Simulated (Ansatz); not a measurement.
Rows from a G0W0 calculation on Ge7H (hydrogen-terminated (111) film, 14 layers) (Ansatz 0.2.0; G0W0 on PBEsol, plane waves, PAW; PAW set soft_1; 6×6×1 mesh, 1433 empty bands, screening to 75 eV, PAW set soft_1 files), in eV. Spin-orbit coupling is left out.

```csv
row,Σx,Σc,Vxc,Z
A,-15.30,0.71,-14.42,0.71
B,-10.86,-3.38,-14.59,0.70
C,-10.22,-3.44,-13.98,0.72
D,-15.23,0.79,-14.26,0.70
E,-11.96,-3.25,-15.59,0.71
F,-10.19,-3.45,-13.96,0.71
```

Question: Which rows are filled states and which are empty ones, and how can one tell?

Filled: A and D. Empty: B, C, E and F. The sign of Σc tells: for a filled state bare exchange, which holds its interaction with itself, lies below Vxc (Σx − Vxc is -0.9 eV or lower here) and screening gives part back as a positive Σc. For an empty state Σx lies above Vxc (+3.6 eV or more) and the Coulomb hole leaves Σc negative.

[Paths, hosts, dates, memory and timing lines, banners, echoed tables and standing remarks are left out of the program output.]

[Logs are printed without paths, hosts, clocks, repeated set-up lines and the standing remarks that a program may print on its own settings, such as how far it seeks lower states.]

[Runs of the session that timed out or met a known fault of the program may be left out.]

[Cells called generated may have been cut or substituted from an entry of the Crystallography Open Database or the Materials Project.]

[Hosts, paths, dates, database ids (printed as entryN), source tags and the programs' standing remarks are cut or masked in the printed files.]
